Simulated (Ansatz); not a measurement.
# KMgF3 (Pm-3m): how G0W0 depends on its starting point

Aim: G0W0 for KMgF3 (Pm-3m) on several starting functionals, at one mesh, band count and screening cutoff.

Program: Ansatz 0.2.0. Level of theory: G0W0 on several functionals, plane waves, PAW. Results are calculated unless marked as measured.

In doubt: masses and optical values from hybrid runs of this build are listed as unsure (steps 3, 4), which bears on the screening that GW takes from such a start.

## 1. Set-up

The structure is cubic, space group Pm-3m (No. 221). Conventional cell: a = 3.986 Å, b = 3.986 Å, c = 3.986 Å, α = 90.00°, β = 90.00°, γ = 90.00°. Nearest to K lie 12 F at 2.82 Å. Nearest to Mg lie 6 F at 1.99 Å. F has 2 Mg at 1.99 Å and 4 K at 2.82 Å nearest. Farther neighbours and most contacts between anions are not listed.

The cell and positions come from the Crystallography Open Database and are kept as given unless a step says otherwise. The default PAW set here is soft_2. Its files were made with PBE.

## 2. G0W0 on PBE

G0W0 replaces the xc potential by the self-energy, built once from these orbitals. Only a window of levels is corrected, while the sums run over the empty bands that the input names.

This step: G0W0 on PBE, plane waves, PAW.

Contents of input.yaml:

```yaml
crystal:
  lattice:
    - [3.9859, 0.0, 0.0]
    - [0.0, 3.9859, 0.0]
    - [0.0, 0.0, 3.9859]
  atoms:
    - { symbol: K, position: [0.5, 0.5, 0.5] }
    - { symbol: Mg, position: [0.0, 0.0, 0.0] }
    - { symbol: F, position: [0.5, 0.0, 0.0] }
    - { symbol: F, position: [0.0, 0.5, 0.0] }
    - { symbol: F, position: [0.0, 0.0, 0.5] }
kpoints:
  mp_grid: { grid: [4, 4, 4] }
hamiltonian:
  xc: pbe
scf:
  occupations: { method: fixed }
gw:
  n_empty_bands: 406
  ecut_chi: 200.0
  qp_bands: [v2, c2]
  qp_kpoints: band_edges
  screening: { model: contour_deformation }
```

The run is started by

```
$ ansatz run input.yaml --threads 3 --pin off --max-ram 64512MiB --backend cuda --events-out ev --progress --plain --runs-dir out --devices 1 --max-vram 24GiB  # rebuilt from the run's record
```

Numbers of over 12 decimals in the logs are rounded to 6 here.

Output:

```text
GPUs: using 1 of 1 available (devices: 1).
Engine: ansatz 0.2.0, x86_64-unknown-linux-gnu
Pseudopotentials: kind: paw
Pseudopotential: K, paw, valence charge 9, recommended cutoff 420 eV (normal), K.paw.azcp
Pseudopotential: Mg, paw, valence charge 10, recommended cutoff 420 eV (normal), Mg.paw.azcp
Pseudopotential: F, paw, valence charge 7, recommended cutoff 420 eV (normal), F.paw.azcp
Functional definition: PBE
  parameter kappa = 0.804
  parameter beta = 0.066725
  exchange = pbe_x(kappa = kappa, mu = beta*pi^2/3)
  correlation = pbe_c(beta = beta)
device memory: the entry about to start is reckoned to put 0.6 GiB on a device that reports 64.5 GiB free (of which the cap on the GPU budget leaves the run 24.0 GiB)
GPU FFT provider: cuFFT
GPU libraries: cuBLAS 13.8.2, cuFFT 12.4.0, cuSOLVER 12.3.4
Crystal: 5 atoms, lattice volume = 63.326 Å³
Basis set: ecut = 420 eV, 1237 PW (Γ)
Bands: 25, of which v1, the nominal top of the filled ones, is band 20 counted from 1 (19 counted from 0)
Symmetry: 48 space group operations
Space group: Pm-3m (ITA 221), of the structure as read, at distance tolerance 4.0e-5 Å
k-points: 10 of 64
Non-local potential: K, projectors of the file, l = 0: 3, l = 1: 2, l = 2: 2
Non-local potential: Mg, projectors of the file, l = 0: 3, l = 1: 2, l = 2: 1
Non-local potential: F, projectors of the file, l = 0: 2, l = 1: 2, l = 2: 1
PAW form: soft (Blöchl's): semilocal exchange-correlation on the pseudo side does not see the compensation charge
PAW one-centre angular grid: K, 110 points (default); XC on 64 Gauss nodes
PAW one-centre angular grid: Mg, 110 points (default); XC on 64 Gauss nodes
PAW one-centre angular grid: F, 110 points (default); XC on 64 Gauss nodes
Initial density: superposition of atomic densities (neutral atoms: chi_scale 0, normalization atom), corrected by the library's trained network
Initial wavefunctions: pseudopotential atomic-orbital guess
GPU buffer pool allocated for 19683 grid points (all kernels)
GPU transforms: local potential and band sums: pruned to the plane-wave sphere, on 27×27×27
Functional: x = pbe(κ = 0.804, μ = 0.219515), c = pbe(β = 0.066725)
SCF iter   1: F=—  HF=-5894.699950 eV  |F-HF|=—  |Δ(HF+E_count)|=         —  Δρ=4.88e-4  dr2=3.75e-5  ethr=1.77e-3  ⟨swp⟩=4.0  Hψ=1051  notcnv=0  defer=18
preconditioner: auto → Resta (q_TF=auto, 2.527 Å⁻¹)  ε∞=2.9  [insulator: Δε(μ)=7.328 eV  Ē_g=19.239 eV  n_scr=18 (ndim 8)  ℏωp=26.4 eV  f_vac=0.032  ε∞_Penn≈2.9]
SCF iter   2: F=—  HF=-5894.699844 eV  |F-HF|=—  |Δ(HF+E_count)|=   1.06e-4  Δρ=2.60e-4  dr2=1.44e-5  ethr=9.37e-8  ⟨swp⟩=3.0  Hψ=659  notcnv=0  defer=26
SCF iter   3: F=—  HF=-5894.699980 eV  |F-HF|=—  |Δ(HF+E_count)|=   1.36e-4  Δρ=1.18e-4  dr2=4.94e-6  ethr=3.61e-8  ⟨swp⟩=2.0  Hψ=455  notcnv=0  defer=27
SCF iter   4: F=—  HF=-5894.699982 eV  |F-HF|=—  |Δ(HF+E_count)|=   2.66e-6  Δρ=3.22e-5  dr2=4.81e-7  ethr=1.24e-8  ⟨swp⟩=2.0  Hψ=383  notcnv=0  defer=29
SCF iter   5: F=—  HF=-5894.699983 eV  |F-HF|=—  |Δ(HF+E_count)|=   8.74e-7  Δρ=1.88e-5  dr2=1.26e-7  ethr=1.20e-9  ⟨swp⟩=2.0  Hψ=425  notcnv=0  defer=29
SCF iter   6: F=-5894.699983 eV  HF=-5894.699983 eV  |F-HF|=5.58e-9  |Δ(HF+E_count)|=   1.46e-7  Δρ=4.43e-6  dr2=7.35e-9  ethr=2.50e-10  ⟨swp⟩=8.3  Hψ=1009  notcnv=0
SCF 1 converged in 6 iterations: F = -5894.699983 eV  dr2 = 7.35e-9
  greatest PAW one-centre occupation: 1.000 electrons in one spin orbital (limit 2), on the Mg atom at site 1 (counted from 0), in its partial waves of l = 0
device memory: the entry about to start is reckoned to put 0.7 GiB on a device that reports 64.7 GiB free (of which the cap on the GPU budget leaves the run 24.0 GiB)
NSCF: frozen V_eff on 10 k-points, pencils in batches of 32, up to order 100
the band table was solved once the SCF had ended and its energy, with any forces and stress, was formed, with the checks that follow a solve (1069 applications of the Hamiltonian). They found nothing against the state; the energy, forces and stress were not computed again (output.eigenvalues in the input reference)
device memory: the entry about to start is reckoned to put 4.1 GiB on a device that reports 64.5 GiB free (of which the cap on the GPU budget leaves the run 24.0 GiB)
NSCF: frozen V_eff on 10 k-points
G₀W₀ screening: q 1/10
[... further progress lines ...]
SCF converged after 6 iterations
Free energy (F): -5894.699983 eV
Harris-Foulkes:  -5894.699983 eV  (|F-HF|=5.58e-9)
Internal energy: -5894.699983 eV  (E = F + TS)
E sigma→0 (E₀):  -5894.699983 eV
Fermi energy:    2.851758 eV
--- Per-component energies (eV) ---
  E_band       = -499.951959
  E_kinetic    = 956.903674
  E_local      = -3733.144211  (includes V_loc(G=0)·N_el)
  E_nonlocal   = 327.919334
  E_hartree    = 1358.724153
  E_xc         = -407.276989
  E_vxc        = -513.990604  (∫ρ·V_xc dr)
  E_paw        = -1676.194576  (= ΣΔE_a)
  E_vpaw       = -255.099604  (= ΣTr[D̂ρ^β])
  E_aug_tail   = 0.006186  (compensation charges beyond the density's cutoff)
  E_ewald      = -2721.637555
  E_smearing   = -0.000000  (= −TS)
  E_closure    = -0.000000  (closes the sum)
  Σ components = -5894.699983   (vs F -5894.699983, Δ=0.00e0)
--- Band table (eV; the first three rows and the last of 10) ---
  k-point 0: bands = [... 16 lower, 2.2276, 2.5312, 2.5312, 2.5312, 10.1861, 12.9412, 12.9412, 15.0659, ... 1 higher]
  k-point 1: bands = [... 16 lower, 2.1137, 2.1137, 2.4265, 2.4265, 11.2002, 13.4336, 13.5014, 15.3222, ... 1 higher]
  k-point 2: bands = [... 16 lower, 1.9925, 1.9925, 2.3241, 2.3241, 12.9826, 13.3275, 13.9676, 15.6277, ... 1 higher]
  k-point 9: bands = [... 16 lower, 1.7440, 2.8518, 2.8518, 2.8518, 13.3133, 13.3133, 13.3133, 16.8147, ... 1 higher]
--- G₀W₀: contour deformation, 6 samples at zero and on the imaginary axis and 2 off it, 64 q-points, 406 empty bands' worth ---
  eigenvalues of the whole cell's RPA ε∞ on this k-mesh (on a slab, of 1 + 4πα/V) = 2.0073, 2.0073, 2.0073; static W/v taken at q = 0 is 0.498188
  bands read: the sum over 426 bands ends inside a degenerate multiplet in 2 slots, whose members it reads at an even weight; the widest, k=0: bands 426 to 428 (counted from 1) at 1/3 each
  gw.qp_kpoints: band_edges: 10 of 10 stored k-points solved, in 1 pass; an edge of the gap read off the rows below is read off those points alone
    ik  band        ε_KS         Σx   Σc(E_QP)       V_xc       Z   E_QP_lin       E_QP  E_QP is
     0    19      2.5312   -31.8170     5.1490   -24.0039  0.8095    -0.1941    -0.1329  root
     0    20      2.5312   -31.8170     5.1490   -24.0039  0.8095    -0.1941    -0.1329  root
     0    21     10.1861    -7.2223    -3.3070   -11.9018  0.8898    11.5659    11.5586  root
     0    22     12.9412    -5.0390    -3.5456   -10.4662  0.8904    14.8390    14.8227  root
     1    19      2.4265   -31.6282     5.1667   -23.7719  0.8091    -0.3265    -0.2631  root
     1    20      2.4265   -31.6282     5.1667   -23.7719  0.8091    -0.3265    -0.2631  root
     1    21     11.2002    -8.1599    -3.2743   -12.9185  0.8841    12.6934    12.6845  root
     1    22     13.4336    -5.8799    -3.5550   -11.4581  0.8856    15.4766    15.4569  root
     2    19      2.3241   -31.4265     5.1957   -23.5178  0.8084    -0.4548    -0.3889  root
     2    20      2.3241   -31.4265     5.1957   -23.5178  0.8084    -0.4548    -0.3889  root
     2    21     12.9826    -8.0307    -3.3398   -13.0912  0.8782    14.7171    14.7033  root
     2    22     13.3275    -8.6932    -3.5395   -13.9827  0.8776    15.0922    15.0775  root
     3    19      2.2709   -31.3231     5.1701   -23.4324  0.8087    -0.5161    -0.4498  root
     3    20      2.5394   -31.6639     5.2186   -23.7559  0.8081    -0.2140    -0.1499  root
     3    21     11.9994    -8.4570    -3.3253   -13.3652  0.8809    13.5930    13.5822  root
     3    22     13.8199    -6.3669    -3.6143   -12.0929  0.8826    15.9540    15.9316  root
     4    19      2.1994   -31.2168     5.1705   -23.3121  0.8086    -0.6024    -0.5349  root
     4    20      2.5772   -31.5667     5.2499   -23.6192  0.8075    -0.1857    -0.1205  root
     4    21     13.5961    -8.6700    -3.5797   -14.2021  0.8760    15.5673    15.5484  root
     4    22     13.6674    -8.1174    -3.4318   -13.3627  0.8759    15.4971    15.4809  root
     5    19      1.9605   -30.6020     5.1667   -22.6382  0.8079    -0.9107    -0.8366  root
     5    20      2.8310   -32.0006     5.2617   -24.0873  0.8076     0.1180     0.1794  root
     5    21     13.7799    -8.4499    -3.6491   -14.3770  0.8753    16.0844    16.0579  root
     5    22     14.5426    -8.1717    -3.6111   -14.0348  0.8721    16.8224    16.7945  root
[...]
8    19      2.5381   -31.4525     5.2358   -23.5153  0.8077    -0.2288    -0.1633  root
     8    20      2.8412   -32.0349     5.2654   -24.1195  0.8076     0.1300     0.1912  root
     8    21     13.5472    -7.2844    -3.6441   -13.0750  0.8812    15.7162    15.6937  root
     8    22     13.9833    -6.8257    -3.6824   -12.6010  0.8822    16.0979    16.0762  root
     9    19      2.8518   -32.0690     5.2694   -24.1506  0.8076     0.1417     0.2028  root
     9    20      2.8518   -32.0690     5.2694   -24.1506  0.8076     0.1417     0.2028  root
     9    21     13.3133    -6.2419    -3.6470   -11.9152  0.8864    15.3588    15.3396  root
     9    22     13.3133    -6.2419    -3.6470   -11.9152  0.8864    15.3588    15.3396  root
```

Elapsed: 8.3 s, on 1 × NVIDIA H100 80GB HBM3 (shared by 3 runs) with 3 threads of AMD EPYC 7R13 (Zen 3), shared host; peak memory 1.4 GiB.

In the SCF lines HF is the Harris–Foulkes energy and dr2 the Hartree energy of the density residual, in eV; the loop may stop once dr2 is under the threshold and the program's other checks hold. Hψ counts applications of the Hamiltonian.

This step gave:

```
bands summed                                 : 426
RPA ε∞ on this mesh (eigenvalues)            : 2.007, 2.007, 2.007
plane waves in the screening matrix          : 437
q-points in the mesh                         : 64
G0W0 gap on the mesh                         : 11.36 eV
k of the valence top                         : -0.5, -0.5, -0.5
k of the conduction bottom                   : 0, 0, 0
starting gap on the mesh                     : 7.334 eV
Z at the valence top                         : 0.8076
Z at the conduction bottom                   : 0.8898
least direct G0W0 gap on the computed points : 11.69 eV
```

The gap on the mesh goes from 7.33 eV to 11.36 eV, a correction of +4.02 eV. Between the two edge states, bare exchange in place of the xc potential would open the gap by 12.60 eV, and correlation takes back 8.58 eV.

## 3. G0W0 on HSE06

The same correction from a different start measures what one shot leaves open.

This step: G0W0 on HSE06, plane waves, PAW.

Changes to input.yaml since step 2:

```diff
@@ -14,3 +14,3 @@
 hamiltonian:
-  xc: pbe
+  xc: hse06
 scf:
```

Output:

```text
GPUs: using 1 of 1 available (devices: 1).
[...]
davidson cushion auto → on  (no smearing: the cushion is to keep the highest requested band from converging to the state above it; pin scf.eigensolver.cushion to override)
[...]
GPU FFT provider: cuFFT
GPU libraries: cuBLAS 13.8.2, cuFFT 12.4.0, cuSOLVER 12.3.4
Crystal: 5 atoms, lattice volume = 63.326 Å³
Basis set: ecut = 420 eV, 1237 PW (Γ)
Bands: 25, of which v1, the nominal top of the filled ones, is band 20 counted from 1 (19 counted from 0)
Symmetry: 48 space group operations
[...]
k-points: 10 of 64
[...]
GPU buffer pool allocated for 19683 grid points (all kernels)
[...]
SCF iter   1: F=—  HF=-5894.700670 eV  |F-HF|=—  |Δ(HF+E_count)|=         —  Δρ=7.58e-4  dr2=1.75e-4  ethr=1.77e-3  ⟨swp⟩=2.0  Hψ=1783  notcnv=0
[...]
SCF iter   2: F=-5894.701131 eV  HF=-5894.701018 eV  |F-HF|=1.13e-4  |Δ(HF+E_count)|=   3.48e-4  Δρ=3.19e-4  dr2=2.54e-5  ethr=4.38e-7  ⟨swp⟩=5.8  Hψ=849  notcnv=0  defer=11
SCF 1 stopped early in 2 iterations: F = -5894.701131 eV  dr2 = 2.54e-5
[...]
GPU FFT provider: cuFFT
GPU libraries: cuBLAS 13.8.2, cuFFT 12.4.0, cuSOLVER 12.3.4
[...]
GPU buffer pool allocated for 19683 grid points (all kernels)
[...]
Free energy (F): -5895.558731 eV
Frozen-core exchange: fock
[...]
Internal energy: -5895.558731 eV  (E = F + TS)
E sigma→0 (E₀):  -5895.558731 eV
Fermi energy:    1.140803 eV
[...]
--- Band table (eV; the first three rows and the last of 10) ---
  k-point 0: bands = [... 16 lower, 0.4779, 0.8376, 0.8376, 0.8376, 10.7173, 13.5576]
  k-point 1: bands = [... 16 lower, 0.3656, 0.3656, 0.7237, 0.7237, 11.7516, 14.0843]
  k-point 2: bands = [... 16 lower, 0.2460, 0.2460, 0.6107, 0.6107, 13.5736, 14.0043]
  k-point 9: bands = [... 16 lower, 0.0485, 1.1408, 1.1408, 1.1408, 14.0168, 14.0168]
  guard bands above this table: 3 of the run's 25 bands. The solve was not asked for them (output.publish_guard_bands: true or output.eigenvalues: true publishes all)
[...]
0    19      0.8376   -31.8577     4.4213   -25.8441  0.8395    -0.7688    -0.7547  root
     0    20      0.8376   -31.8577     4.4213   -25.8441  0.8395    -0.7688    -0.7547  root
     0    21     10.7173    -6.8485    -3.0739   -11.0931  0.9083    11.8917    11.8879  root
     0    22     13.5576    -4.7094    -3.1930    -9.3727  0.9099    15.0345    15.0279  root
     1    19      0.7237   -31.6830     4.4325   -25.6378  0.8391    -0.9036    -0.8889  root
     1    20      0.7237   -31.6830     4.4325   -25.6378  0.8391    -0.9036    -0.8889  root
     1    21     11.7516    -7.6116    -3.0534   -11.9267  0.9041    13.0178    13.0133  root
     1    22     14.0843    -5.4571    -3.1952   -10.2338  0.9062    15.6737    15.6658  root
[...]
9    19      1.1408   -32.0771     4.5289   -25.9807  0.8377    -0.4406    -0.4267  root
     9    20      1.1408   -32.0771     4.5289   -25.9807  0.8377    -0.4406    -0.4267  root
     9    21     14.0168    -5.9465    -3.2963   -10.8492  0.9062    15.6313    15.6233  root
     9    22     14.0168    -5.9465    -3.2963   -10.8492  0.9062    15.6313    15.6233  root
```

Wall time 32 s (1 × NVIDIA H100 80GB HBM3 (shared by 3 runs) with 3 threads); peak memory 1.6 GiB.

Numbers from this step:

```
bands summed                                 : 426
RPA ε∞ on this mesh (eigenvalues)            : 1.830, 1.830, 1.830
plane waves in the screening matrix          : 437
q-points in the mesh                         : 64
G0W0 gap on the mesh                         : 12.31 eV
k of the valence top                         : -0.5, -0.5, -0.5
k of the conduction bottom                   : 0, 0, 0
starting gap on the mesh                     : 9.576 eV
Z at the valence top                         : 0.8377
Z at the conduction bottom                   : 0.9083
least direct G0W0 gap on the computed points : 12.64 eV
```

Against the run with 4×4×4 mesh, 406 empty bands, screening to 200 eV on PBE, the gap moves by +0.96 eV, while the start moved by +2.24 eV.

## 4. G0W0 on PBE0

This step: G0W0 on PBE0, plane waves, PAW.

Changes to input.yaml since step 3:

```diff
@@ -14,3 +14,3 @@
 hamiltonian:
-  xc: hse06
+  xc: pbe0
 scf:
```

Output:

```text
GPUs: using 1 of 1 available (devices: 1).
[...]
GPU FFT provider: cuFFT
GPU libraries: cuBLAS 13.8.2, cuFFT 12.4.0, cuSOLVER 12.3.4
Crystal: 5 atoms, lattice volume = 63.326 Å³
Basis set: ecut = 420 eV, 1237 PW (Γ)
Bands: 25, of which v1, the nominal top of the filled ones, is band 20 counted from 1 (19 counted from 0)
Symmetry: 48 space group operations
[...]
k-points: 10 of 64
[...]
1    21     12.1052    -7.6123    -2.9791   -11.5711  0.9082    13.0874    13.0850  root
     1    22     14.4559    -5.4444    -3.1126    -9.8429  0.9104    15.7464    15.7418  root
[...]
9    19      0.7238   -32.0755     4.3882   -26.3943  0.8442    -0.5777    -0.5692  root
     9    20      0.7238   -32.0755     4.3882   -26.3943  0.8442    -0.5777    -0.5692  root
     9    21     14.3819    -5.9412    -3.2134   -10.4723  0.9103    15.7045    15.6997  root
     9    22     14.3819    -5.9412    -3.2134   -10.4723  0.9103    15.7045    15.6997  root
[key lines of the parts left out:]
Free energy (F): -5896.286600 eV
Fermi energy:    0.723828 eV
```

Run time: 39 s. Hardware: 1 × NVIDIA H100 80GB HBM3 (shared by 3 runs) with 3 threads; peak memory 1.6 GiB.

Numbers from this step:

| Item | Value |
| --- | --- |
| bands summed | 426 |
| RPA ε∞ on this mesh (eigenvalues) | 1.800, 1.800, 1.800 |
| plane waves in the screening matrix | 437 |
| G0W0 gap on the mesh | 12.53 eV |
| k of the valence top | -0.5, -0.5, -0.5 |
| k of the conduction bottom | 0, 0, 0 |
| starting gap on the mesh | 10.34 eV |
| least direct G0W0 gap on the computed points | 12.85 eV |

Against the run with 4×4×4 mesh, 406 empty bands, screening to 200 eV on HSE06, the gap moves by +0.21 eV, while the start moved by +0.76 eV.

## 5. Side by side

All on the 4×4×4 mesh with 406 empty bands and screening to 200 eV. Times are wall times on 1 × NVIDIA H100 80GB HBM3 (shared by 3 runs) with 3 threads of AMD EPYC 7R13 (Zen 3), shared host, good to a factor of about two.

| start | starting gap (eV) | shift (eV) | G0W0 gap (eV) | RPA ε∞ (harmonic mean) | Z (valence, conduction) | time |
| --- | --- | --- | --- | --- | --- | --- |
| PBE | 7.33 | +4.02 | 11.36 | 2.01 | 0.81, 0.89 | 8.3 s |
| HSE06 | 9.58 | +2.74 | 12.31 | 1.83 | 0.84, 0.91 | 32 s |
| PBE0 | 10.34 | +2.19 | 12.53 | 1.80 | 0.84, 0.91 | 39 s |

The parts of the quasiparticle energy at the two band edges (eV; QP = start + Σx + Σc − Vxc):

```
  run               edge  start      Σx     Σc     Vxc     Z     QP
  PBE        valence top   2.85  -32.07   5.27  -24.15  0.81   0.20
  PBE  conduction bottom  10.19   -7.22  -3.31  -11.90  0.89  11.56
HSE06        valence top   1.14  -32.08   4.53  -25.98  0.84  -0.43
HSE06  conduction bottom  10.72   -6.85  -3.07  -11.09  0.91  11.89
 PBE0        valence top   0.72  -32.08   4.39  -26.39  0.84  -0.57
 PBE0  conduction bottom  11.06   -6.85  -3.00  -10.75  0.91  11.96
```

For a hybrid start, Vxc holds its share of exact exchange.

## 6. Outcome

| Property | Result |
| --- | --- |
| G0W0@PBE | 11.36 eV (start 7.33 eV) |
| G0W0@HSE06 | 12.31 eV (start 9.58 eV) |
| G0W0@PBE0 | 12.53 eV (start 10.34 eV) |
| known limits | not at the basis limit; coarse k mesh |

The starting gaps span 3.01 eV and the G0W0 gaps 1.17 eV. Between PBE and PBE0, 1.17 eV of the 3.01 eV survives, 39 %. PBE0 screens less than PBE (ε∞ 1.80 against 2.01). Of the 1.17 eV by which its G0W0 gap is higher, the correlation part gives +1.19 eV, and exchange with the one-particle terms, which follow the orbitals, −0.02 eV. The smallest correction, +2.19 eV, is on PBE0, the start nearest to reproducing itself. Bands and cutoff are finite, so the gap is not at the basis limit. The miss can reach some tenths of an eV and take either sign; the mesh is an error of its own. The 4×4×4 mesh is coarse for this cell (its supercell is 16 Å along the shortest edge). The RPA ε∞ on it, from the PBE start, is 2.01; such meshes misread the long-range screening, most where the gap is narrow. This is the ideal cubic cell; many perovskites, halides above all, are cubic only on average, and local tilts or off-centring can widen the gap.

[Paths, hosts, dates, memory and timing lines, banners, echoed tables and standing remarks are left out of the program output.]

[Logs are printed without paths, hosts, clocks, repeated set-up lines and the standing remarks that a program may print on its own settings, such as how far it seeks lower states.]

[Runs of the session that timed out or met a known fault of the program may be left out.]

[Cells called generated may have been cut or substituted from an entry of the Crystallography Open Database or the Materials Project.]

[Hosts, paths, dates, database ids (printed as entryN), source tags and the programs' standing remarks are cut or masked in the printed files.]
